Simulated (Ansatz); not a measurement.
# ZrB2 (P6/mmm): modes against uniaxial strain along c, part 2 of 2

Wanted: the shifts of the zone-centre modes of ZrB2 (P6/mmm) with strain.

Ansatz 0.2.0; DFT PBEsol, scalar-relativistic, plane waves, PAW; PAW set soft_1.

So far. Step 3 (Tight relaxation): The forces vanish by symmetry and the pressure is 0.002 GPa, within the tolerances set. The cell now holds 10.08 Å³/atom.

## (4) Zone-centre response at rest

Phonons follow from the second derivative of the energy, found here by linear response.

The modes at rest are the reference of the series.

input.yaml reads:

```yaml
crystal:
  lattice:
    - [3.1547390685, 0.0, 0.0]
    - [-1.5773695343, 2.7320841757, 0.0]
    - [0.0, 0.0, 3.5074356982]
  atoms:
    - { symbol: B, position: [0.3333333333, 0.6666666667, 0.5] }
    - { symbol: B, position: [0.6666666667, 0.3333333333, 0.5] }
    - { symbol: Zr, position: [0.0, 0.0, 0.0] }
kpoints:
  mp_grid: { grid: [15, 15, 12] }
hamiltonian:
  xc: pbesol
  pseudopotentials: { kind: paw, azcp: { folder: soft_1 }, xc_functional: pbe }
scf:
  occupations: { method: methfessel_paxton, width: 0.2 }
output:
  eigenvalues: true
phonons:
  method: dfpt
```

Command:

```console
$ ansatz run input.yaml --threads 4 --pin off --max-ram 10240MiB --backend cpu --events-out ev --progress --plain --runs-dir out
```

Numbers of over 12 decimals in the logs are rounded to 6 here.

The log of the run:

```text
zone centre: on kpoints.mp_grid the ground state, and the responses unless they are solved on pairs of k-points, stand on 448 of the mesh's 2700 k-points, reduced under 4 symmetry operations, with k and −k counted as one. Each operation leaves every solved displacement unchanged or reverses it
[...]
Crystal: 3 atoms, lattice volume = 30.231 Å³
Basis set: ecut = 420 eV, 563 PW (Γ), exchange–correlation on 48×48×48 points (8 copies of the dense FFT grid, shifted against one another)
Bands: 13, of which v1, the nominal top of the filled ones, is band 9 counted from 1 (8 counted from 0)
Symmetry: 24 space group operations
k-points: 448 of 2700 (irreducible under 4 space group operations, time reversal used)
[...]
SCF iter   1: F=—  HF=-4437.738480 eV  |F-HF|=—  |Δ(HF+E_count)|=         —  Δρ=5.50e-2  dr2=1.67e0  ethr=3.10e-3  ⟨swp⟩=4.9  Hψ=28126  notcnv=0
[...]
SCF iter   8: F=-4437.242805 eV  HF=-4437.242805 eV  |F-HF|=9.09e-13  |Δ(HF+E_count)|=  4.55e-12  S|Δr|=    0.00e0  Δρ=2.06e-7  dr2=4.72e-12  ethr=1.00e-12  ⟨swp⟩=4.0  Hψ=27119  notcnv=0
[...]
SCF 1 converged in 8 iterations: F = -4437.242805 eV  dr2 = 4.72e-12
[...]
DFPT response loops at Γ: preconditioner auto → Kerker (q_TF=auto, 2.502 Å⁻¹) (partly filled bands, converged f_vac=0.000); β = 1.00, the filter's whole step (`scf.mixing.beta` (0.50) is not read by the response loops under this deck's `scf.mixing.preconditioner`; to damp them name `kerker` or `kerker_dos`, under which they read `scf.mixing.beta`, and type it under 1.00, their step now; both keys bind the ground state too); Broyden in place of MSR1
SCF converged after 8 iterations
[...]
Free energy (F): -4437.242805 eV
[...]
Internal energy: -4437.243327 eV  (E = F + TS)
E sigma→0 (E₀):  -4437.242936 eV
Entropy (-TS):   0.000522 eV (0.174 meV/atom)
Fermi energy:    15.918406 eV
[...]
--- Band table (eV; the first three rows and the last of 448) ---
  k-point 0: bands = [... 5 lower, 13.2612, 13.2612, 13.2836, 13.6440, 19.4014, 19.4014, 20.2325, 20.2325]
  k-point 1: bands = [... 5 lower, 12.5607, 13.3282, 13.3282, 14.3340, 18.8270, 18.8270, 20.0089, 20.0089]
  k-point 2: bands = [... 5 lower, 11.6505, 13.5267, 13.5267, 15.1700, 17.9646, 17.9646, 19.4189, 19.4189]
  k-point 447: bands = [... 5 lower, 8.9643, 11.2908, 12.3222, 13.3368, 19.4630, 20.7386, 20.9678, 22.0756]
--- Phonons (Γ-DFPT): 4 representative perturbations + reference, on 448 of 2700 k-points (Σ response iterations 12) ---
  k mesh reduced under 4 symmetry operations, with k and −k counted as one. Each operation leaves every solved displacement unchanged or reverses it
  ASR residual: 1.830e-4 → 0.000e0 eV/Å²; symmetrization residual: 3.238e-7 eV/Å²
  ASR residual per site (eV/Å²): 1.30e-5 1.30e-5 1.83e-4
  Γ frequencies (cm⁻¹): 0.00 0.00 0.00 461.80 461.80 480.55 570.95 787.48 787.48
  non-analytic LO–TO correction: not included (Born effective charges unavailable; polar crystals: no LO–TO splitting at Γ)
```

Elapsed: 11 s, on 4 threads of AMD EPYC 9R14 (Zen 4), shared host; peak memory 0.9 GiB; 39 s of CPU time.

The column dr2 measures how far the density is from self-consistency, as an energy; F and HF (Harris–Foulkes) agree once it is small.

This step gave:

| Property | Result |
| --- | --- |
| sum-rule residual before enforcement | 1.83e-4 eV/Å² |
| point group | 6/mmm |
| highest optical mode at the zone centre (no LO-TO term) | 787.5 cm⁻¹ |
| lowest optical zone-centre mode | 461.8 cm⁻¹ |

Patterns of degenerate modes are one choice out of their space. Modes at Γ, with each element's share of the kinetic energy:

| mode | frequency (cm⁻¹) | symmetry | B % | Zr % |
| --- | --- | --- | --- | --- |
| 1 | 0.0 | acoustic | 19 | 81 |
| 2 | 0.0 | acoustic | 19 | 81 |
| 3 | 0.0 | acoustic | 19 | 81 |
| 4 | 461.8 | E1u | 81 | 19 |
| 5 | 461.8 | E1u | 81 | 19 |
| 6 | 480.6 | A2u | 81 | 19 |
| 7 | 571.0 | B1g | 100 | 0 |
| 8 | 787.5 | E2g | 100 | 0 |
| 9 | 787.5 | E2g | 100 | 0 |

Displacements in mode 5 (461.8 cm⁻¹), the largest set to 1:
```
B1   0.00  1.00  0.00
B2   0.00  1.00  0.00
Zr3  0.00 -0.24  0.00
```

Displacements in mode 9 (787.5 cm⁻¹), the largest set to 1:
```
B1   0.00  1.00  0.00
B2   0.00 -1.00  0.00
Zr3  0.00  0.00  0.00
```

Before it was imposed, the acoustic sum rule was missed by 1.8e-4 eV/Å². Small misses are needed for a sound result but don't prove that mesh and cutoff are converged. The lowest optical mode is real, 462 cm⁻¹.

## (5) Relaxation of a member: uniaxial strain of +4 % along c

The cell takes a uniaxial strain of +4 % along c. The strained length and the angles are held, while the rest of the cell and the atoms relax.

input.yaml, the sections that differ from step 4:

```yaml
crystal:
  lattice:
    - [3.1372197033, 0.0, 0.0]
    - [-1.5686098517, 2.7169119603, 0.0]
    - [0.0, 0.0, 3.6477331262]
  atoms:
    - { symbol: B, position: [0.3333333335, 0.6666666665, 0.5] }
    - { symbol: B, position: [0.6666666665, 0.3333333335, 0.5] }
    - { symbol: Zr, position: [0.0, 0.0, 0.0] }
output:
  forces: true
  stress: true
  eigenvalues: true
relax:
  adjacent_minimum: "off"
  f_tol: 0.001
  max_steps: 60
  cell: { stress_tol: 0.01, fix: [c, angles] }
# kpoints, hamiltonian, scf: as in step 4
# phonons: removed
```

The log of the run:

```text
[...]
--- Relaxed structure (3 steps of the walk, 3 accepted, 1 SCFs on fresh bases) ---
[...]
cell:  # Å, volume = 30.9880 Å³
    - [3.131986, 2.881938868031342e-11, 0.0]
    - [-1.565993, 2.712379, 0.0]
    - [0.0, 0.0, 3.6477331262]
  atoms:
    - { symbol: B, position: [0.333333, 0.666667, 0.5] }
    - { symbol: B, position: [0.666667, 0.333333, 0.5] }
    - { symbol: Zr, position: [0, 0, 0.0] }
[key lines of the parts left out:]
SCF converged after 5 iterations
Free energy (F): -4437.185139 eV
Fermi energy:    15.476036 eV
P = ⅓ Tr σ = -5.0406 GPa (-50.406 kbar)
```

Wall time 6.1 s (4 threads); peak memory 0.56 GiB; 22 s of CPU time.

Step by step:

```csv
step,energy less that of the first step (eV),largest force component (eV/Å),pressure (GPa),volume (Å³)
1,0.0000,0.0000,-5.83,31.09
2,-0.0004,0.0000,-4.96,30.98
3,-0.0004,0.0000,-5.04,30.99
4*,-0.0003,0.0000,-5.04,30.99
```

Relaxation steps marked * repeat the geometry before them on a plane-wave basis chosen anew for their cell, so energy and pressure can jump there.

```csv
"conventional cell, symmetrised",before,after,change
a (Å),3.137,3.132,-0.2 %
b (Å),3.137,3.132,-0.2 %
c (Å),3.648,3.648,+0.0 %
volume (Å³/atom),10.36,10.33,-0.3 %
```

Final coordinates:

```xyz
3
Lattice="3.1320 0.0000 0.0000 -1.5660 2.7124 0.0000 0.0000 0.0000 3.6477" Properties=species:S:1:pos:R:3 pbc="T T T"
B     0.0000    1.8083    1.8239
B     1.5660    0.9041    1.8239
Zr    0.0000    0.0000    0.0000
```

Numbers from this step:

- pressure: -5.041 GPa
- volume per atom: 10.33 Å³

The forces vanish by symmetry.

The cell shrank by 0.3 % in volume.

## (6) Modes of this member: uniaxial strain of +4 % along c

The zone-centre modes follow for uniaxial strain of +4 % along c.

input.yaml, the sections that differ from step 5:

```yaml
crystal:
  lattice:
    - [3.1319855427, 0.0, 0.0]
    - [-1.5659927714, 2.7123790442, 0.0]
    - [0.0, 0.0, 3.6477331262]
  atoms:
    - { symbol: B, position: [0.3333333332, 0.6666666668, 0.5] }
    - { symbol: B, position: [0.6666666668, 0.3333333332, 0.5] }
    - { symbol: Zr, position: [0.0, 0.0, 0.0] }
output:
  eigenvalues: true
phonons:
  method: dfpt
# kpoints, hamiltonian, scf: as in step 5
# relax: removed
```

The log of the run:

```text
[...]
Crystal: 3 atoms, lattice volume = 30.988 Å³
Basis set: ecut = 420 eV, 565 PW (Γ), exchange–correlation on 48×48×50 points (8 copies of the dense FFT grid, shifted against one another)
Bands: 13, of which v1, the nominal top of the filled ones, is band 9 counted from 1 (8 counted from 0)
Symmetry: 24 space group operations
k-points: 448 of 2700 (irreducible under 4 space group operations, time reversal used)
[...]
SCF iter   1: F=—  HF=-4437.710486 eV  |F-HF|=—  |Δ(HF+E_count)|=         —  Δρ=5.61e-2  dr2=1.81e0  ethr=3.10e-3  ⟨swp⟩=4.9  Hψ=27984  notcnv=0
[...]
SCF iter   2: F=—  HF=-4437.300461 eV  |F-HF|=—  |Δ(HF+E_count)|=   4.10e-1  S|Δr|=    0.00e0  Δρ=2.82e-2  dr2=4.07e-1  ethr=3.10e-3  ⟨swp⟩=5.0  Hψ=47366  notcnv=0
automatic band count: the SCF goes on with 17 bands, as 13 were too few: they end inside the smearing window of the response
SCF iter   3: F=—  HF=-4437.184742 eV  |F-HF|=—  |Δ(HF+E_count)|=   1.16e-1  S|Δr|=    0.00e0  Δρ=2.48e-3  dr2=8.34e-4  ethr=2.26e-3  ⟨swp⟩=2.0  Hψ=13198  notcnv=0  defer=1026
[...]
SCF iter   8: F=-4437.185139 eV  HF=-4437.185139 eV  |F-HF|=5.46e-12  |Δ(HF+E_count)|=  6.46e-11  S|Δr|=    0.00e0  Δρ=9.45e-8  dr2=5.11e-12  ethr=1.00e-12  ⟨swp⟩=8.5  Hψ=41177  notcnv=0
SCF 1 converged in 8 iterations: F = -4437.185139 eV  dr2 = 5.11e-12
[...]
SCF converged after 8 iterations
[...]
Free energy (F): -4437.185139 eV
[...]
Internal energy: -4437.185884 eV  (E = F + TS)
E sigma→0 (E₀):  -4437.185326 eV
Entropy (-TS):   0.000745 eV (0.248 meV/atom)
Fermi energy:    15.476036 eV
[...]
--- Band table (eV; the first three rows and the last of 448) ---
  k-point 0: bands = [... 5 lower, 12.7812, 12.8645, 13.2214, 13.2214, 18.9166, 18.9166, 19.3316, 19.3316, ... 4 higher]
  k-point 1: bands = [... 5 lower, 11.9655, 13.2820, 13.2820, 13.6411, 18.4863, 18.4863, 19.1470, 19.1470, ... 4 higher]
  k-point 2: bands = [... 5 lower, 11.0816, 13.4619, 13.4619, 14.4259, 17.7644, 17.7644, 18.6526, 18.6526, ... 4 higher]
  k-point 447: bands = [... 5 lower, 8.7613, 10.8879, 11.9646, 13.0382, 18.4790, 20.3393, 20.4445, 21.0819, ... 4 higher]
[...]
ASR residual: 5.506e-5 → 0.000e0 eV/Å²; symmetrization residual: 4.846e-7 eV/Å²
  ASR residual per site (eV/Å²): 2.60e-5 2.60e-5 5.51e-5
  Γ frequencies (cm⁻¹): 0.00 0.00 0.00 432.90 433.53 433.53 555.27 810.02 810.02
[...]
```

Run time: 13 s. Hardware: 4 threads; peak memory 0.94 GiB; 45 s of CPU time.

This step gave:

```
sum-rule residual before enforcement                    : 5.51e-5 eV/Å²
highest optical mode at the zone centre (no LO-TO term) : 810.0 cm⁻¹
lowest optical zone-centre mode                         : 432.9 cm⁻¹
```

Patterns of degenerate modes are one choice out of their space. Modes at Γ, with each element's share of the kinetic energy:

```csv
mode,frequency (cm⁻¹),symmetry,B %,Zr %
1,0.0,acoustic,19,81
2,0.0,acoustic,19,81
3,0.0,acoustic,19,81
4,432.9,A2u,81,19
5,433.5,E1u,81,19
6,433.5,E1u,81,19
7,555.3,B1g,100,0
8,810.0,E2g,100,0
9,810.0,E2g,100,0
```

Displacements in mode 4 (432.9 cm⁻¹), the largest set to 1:
```
B1   0.00  0.00  1.00
B2   0.00  0.00  1.00
Zr3  0.00  0.00 -0.24
```

Displacements in mode 5 (433.5 cm⁻¹), the largest set to 1:
```
B1   0.00  1.00  0.00
B2   0.00  1.00  0.00
Zr3  0.00 -0.24  0.00
```

The lowest optical mode is real, 433 cm⁻¹, and the highest lies at 810.0 cm⁻¹.

Between step 4 and this run (strain 4 %) the value for the highest optical mode at the zone centre (no LO-TO term) moves from 787 cm⁻¹ to 810 cm⁻¹ (+3 %).

## (7) A member of the series: uniaxial strain of -4 % along c

The cell takes a uniaxial strain of -4 % along c. The strained length and the angles are held, while the rest of the cell and the atoms relax.

input.yaml, the sections that differ from step 6:

```yaml
crystal:
  lattice:
    - [3.1751733023, 0.0, 0.0]
    - [-1.5875866511, 2.7497807412, 0.0]
    - [0.0, 0.0, 3.3671382702]
  atoms:
    - { symbol: B, position: [0.3333333333, 0.6666666667, 0.5] }
    - { symbol: B, position: [0.6666666667, 0.3333333333, 0.5] }
    - { symbol: Zr, position: [0.0, 0.0, 0.0] }
output:
  forces: true
  stress: true
  eigenvalues: true
relax:
  adjacent_minimum: "off"
  f_tol: 0.001
  max_steps: 60
  cell: { stress_tol: 0.01, fix: [c, angles] }
# kpoints, hamiltonian, scf: as in step 6
# phonons: removed
```

The log of the run:

```text
[...]
Crystal: 3 atoms, lattice volume = 29.399 Å³
Basis set: ecut = 420 eV, 575 PW (Γ), exchange–correlation on 48×48×48 points (8 copies of the dense FFT grid, shifted against one another)
Bands: 13, of which v1, the nominal top of the filled ones, is band 9 counted from 1 (8 counted from 0)
Symmetry: 8 space group operations
k-points: 448 of 2700
[...]
--- Relaxed structure (3 steps of the walk, 3 accepted, 1 SCFs on fresh bases) ---
[...]
cell:  # Å, volume = 29.5389 Å³
    - [3.182742, -2.8936266439261765e-11, 0]
    - [-1.591371, 2.756335, 0]
    - [0, 0, 3.3671382702]
  atoms:
    - { symbol: B, position: [0.333333, 0.666667, 0.5] }
    - { symbol: B, position: [0.666667, 0.333333, 0.5] }
    - { symbol: Zr, position: [0, 0, 0] }
[key lines of the parts left out:]
SCF converged after 5 iterations
Free energy (F): -4437.178971 eV
Fermi energy:    16.339279 eV
P = ⅓ Tr σ = 5.6595 GPa (56.595 kbar)
```

It took 5.9 s on 4 threads; peak memory 0.55 GiB.

The steps of the relaxation:

| step | energy less that of the first step (eV) | largest force component (eV/Å) | pressure (GPa) | volume (Å³) |
| --- | --- | --- | --- | --- |
| 1 | 0.0000 | 0.0000 | 6.99 | 29.40 |
| 2 | -0.0006 | 0.0000 | 5.57 | 29.55 |
| 3 | -0.0006 | 0.0000 | 5.66 | 29.54 |
| 4* | -0.0007 | 0.0000 | 5.66 | 29.54 |

Relaxation steps marked * repeat the geometry before them on a plane-wave basis chosen anew for their cell, so energy and pressure can jump there.

| conventional cell, symmetrised | before | after | change |
| --- | --- | --- | --- |
| a (Å) | 3.175 | 3.183 | +0.2 % |
| b (Å) | 3.175 | 3.183 | +0.2 % |
| c (Å) | 3.367 | 3.367 | -0.0 % |
| volume (Å³/atom) | 9.80 | 9.85 | +0.5 % |

Final coordinates:

```xyz
3
Lattice="3.1827 0.0000 0.0000 -1.5914 2.7563 0.0000 0.0000 0.0000 3.3671" Properties=species:S:1:pos:R:3 pbc="T T T"
B     0.0000    1.8376    1.6836
B     1.5914    0.9188    1.6836
Zr    0.0000    0.0000    0.0000
```

This step gave:

| Item | Value |
| --- | --- |
| pressure | 5.660 GPa |
| volume per atom | 9.846 Å³ |

The forces vanish by symmetry.

The cell grew by 0.5 % in volume.

## (8) Modes of this member: uniaxial strain of -4 % along c

The zone-centre modes follow for uniaxial strain of -4 % along c.

input.yaml, the sections that differ from step 7:

```yaml
crystal:
  lattice:
    - [3.1827419487, 0.0, 0.0]
    - [-1.5913709743, 2.7563353813, 0.0]
    - [0.0, 0.0, 3.3671382702]
  atoms:
    - { symbol: B, position: [0.3333333333, 0.6666666667, 0.5] }
    - { symbol: B, position: [0.6666666667, 0.3333333333, 0.5] }
    - { symbol: Zr, position: [0.0, 0.0, 0.0] }
output:
  eigenvalues: true
phonons:
  method: dfpt
# kpoints, hamiltonian, scf: as in step 7
# relax: removed
```

The log of the run:

```text
[...]
Crystal: 3 atoms, lattice volume = 29.539 Å³
Basis set: ecut = 420 eV, 575 PW (Γ), exchange–correlation on 48×48×48 points (8 copies of the dense FFT grid, shifted against one another)
Bands: 13, of which v1, the nominal top of the filled ones, is band 9 counted from 1 (8 counted from 0)
Symmetry: 24 space group operations
k-points: 448 of 2700 (irreducible under 4 space group operations, time reversal used)
[...]
k-point 2: bands = [... 5 lower, 12.2153, 13.5502, 13.5502, 15.9163, 18.1276, 18.1276, 20.2026, 20.2026]
  k-point 447: bands = [... 5 lower, 9.1645, 11.7269, 12.6447, 13.6062, 20.4566, 20.9709, 21.4757, 22.9133]
[...]
ASR residual: 2.087e-4 → 0.000e0 eV/Å²; symmetrization residual: 4.824e-7 eV/Å²
  ASR residual per site (eV/Å²): 1.82e-5 1.82e-5 2.09e-4
  Γ frequencies (cm⁻¹): 0.00 0.00 0.00 490.72 490.72 520.81 577.35 742.60 742.60
[...]
[key lines of the parts left out:]
SCF converged after 8 iterations
Free energy (F): -4437.178971 eV
Fermi energy:    16.339279 eV
```

The job ended after 11 s (4 threads; peak memory 0.9 GiB; 39 s of CPU time).

Numbers from this step:

* sum-rule residual before enforcement: 2.09e-4 eV/Å²
* highest optical mode at the zone centre (no LO-TO term): 742.6 cm⁻¹
* lowest optical zone-centre mode: 490.7 cm⁻¹

Patterns of degenerate modes are one choice out of their space. The modes at Γ (shares of kinetic energy by element, %):

| mode | frequency (cm⁻¹) | symmetry | B % | Zr % |
| --- | --- | --- | --- | --- |
| 1 | 0.0 | acoustic | 19 | 81 |
| 2 | 0.0 | acoustic | 19 | 81 |
| 3 | 0.0 | acoustic | 19 | 81 |
| 4 | 490.7 | E1u | 81 | 19 |
| 5 | 490.7 | E1u | 81 | 19 |
| 6 | 520.8 | A2u | 81 | 19 |
| 7 | 577.4 | B1g | 100 | 0 |
| 8 | 742.6 | E2g | 100 | 0 |
| 9 | 742.6 | E2g | 100 | 0 |

Displacements in mode 4 (490.7 cm⁻¹), the largest set to 1:
```
B1   0.52  1.00  0.00
B2   0.52  1.00  0.00
Zr3 -0.12 -0.24  0.00
```

Displacements in mode 7 (577.4 cm⁻¹), the largest set to 1:
```
B1   0.00  0.00  1.00
B2   0.00  0.00 -1.00
Zr3  0.00  0.00  0.00
```

The lowest optical mode is real, 491 cm⁻¹, and the highest lies at 742.6 cm⁻¹.

Between step 4 and this run (strain -4 %) the value for the highest optical mode at the zone centre (no LO-TO term) moves from 787 cm⁻¹ to 743 cm⁻¹ (-6 %).

## (9) The series together

The members are set side by side, also those not shown above.

Stress is positive in compression; energies are extrapolated to zero smearing, and E0 is that at rest; the edges not held and the atoms are relaxed in each cell; all runs use 15×15×12 k points and Methfessel-Paxton smearing of 0.2 eV. State of the crystal along the series:

```csv
strain (%),stress along the axis (GPa),free strain along a (%),free strain along b (%),E - E0 (meV/atom)
-4,16.97,0.8876,0.8876,21.33
-3,12.59,0.6477,0.6477,11.88
-2,8.311,0.419,0.419,5.223
-1,4.1,0.2041,0.2041,1.285
0,0.001106,0,0,0
1,-3.958,-0.1946,-0.1946,1.247
2,-7.793,-0.3803,-0.3803,4.919
3,-11.52,-0.5553,-0.5553,10.93
4,-15.12,-0.7212,-0.7212,19.2
```

Optical modes are counted from below at rest and tracked from member to member by their patterns, and modes that stay within 0.3 cm⁻¹ of each other stand once; labels, where given, are those at rest; the edges not held and the atoms are relaxed in each cell; all runs use 15×15×12 k points and Methfessel-Paxton smearing of 0.2 eV. Optical modes along the series:

```csv
strain (%),optical mode 1 E1u (cm⁻¹),optical mode 2 A2u (cm⁻¹),optical mode 3 B1g (cm⁻¹),optical mode 4 E2g (cm⁻¹)
-4,490.7,520.8,577.4,742.6
-3,483.4,511.5,577.8,753.7
-2,475.9,501.6,576.8,767.7
-1,468.7,491.3,574.4,779.7
0,461.8,480.6,571,787.5
1,454.8,469.4,567.1,793.8
2,447.7,457.7,563.1,799.7
3,440.6,445.6,559.2,805.2
4,433.5,432.9,555.3,810
```

Value and slope at zero strain of a cubic (a lower polynomial where under five rows exist) through the rows within 2 % of rest. Slopes at rest:

```csv
mode,frequency (cm⁻¹),shift per percent of strain (cm⁻¹),shift per GPa of compressive stress (cm⁻¹)
optical mode 1 E1u,461.8,-6.95,1.73
optical mode 2 A2u,480.6,-10.96,2.72
optical mode 3 B1g,571,-3.69,0.92
optical mode 4 E2g,787.6,6.71,-1.67
```

## (10) What came out

```
members                                                          : 9
highest optical mode at the zone centre (no LO-TO term), at rest : 787.5 cm⁻¹
Young’s modulus along c                                          : 403 GPa
optical mode 1 E1u, shift per percent                            : -6.95 cm⁻¹
optical mode 2 A2u, shift per percent                            : -10.96 cm⁻¹
optical mode 3 B1g, shift per percent                            : -3.69 cm⁻¹
optical mode 4 E2g, shift per percent                            : 6.71 cm⁻¹
```

The stress changes by 4.03 GPa for each percent, a Young’s modulus of 403 GPa along c. For each percent the free edge responds with -0.20 %. Within 2 % of rest optical mode 4 E2g bends away from a straight line, so a single slope holds only near rest. The fastest shift in the table of slopes is -11.0 cm⁻¹ for each percent (optical mode 2 A2u), or 2.7 cm⁻¹ for each GPa of compressive stress. For small strain, the measured shift of a line that Raman or infrared light can see, divided by its slope, estimates the stress, if the state of stress is of this kind. These are harmonic frequencies at zero temperature: anharmonic shifts, linewidths and thermal expansion are left out. With no gap, or one that is small against the smearing, the frequencies hang on the k mesh and the smearing, most of all near Kohn anomalies. The PAW files were made for PBE; the program adapts parts of them to the functional of the run, but their partial waves stay those of PBE, an approximation that was not tested in this session. Only the zone centre was solved, so an instability at another wavevector cannot show here.

[Logs are printed without paths, hosts, clocks, repeated set-up lines and the standing remarks that a program may print on its own settings, such as how far it seeks lower states.]

[Hosts, paths, dates, database ids (printed as entryN), source tags and the programs' standing remarks are cut or masked in the printed files.]
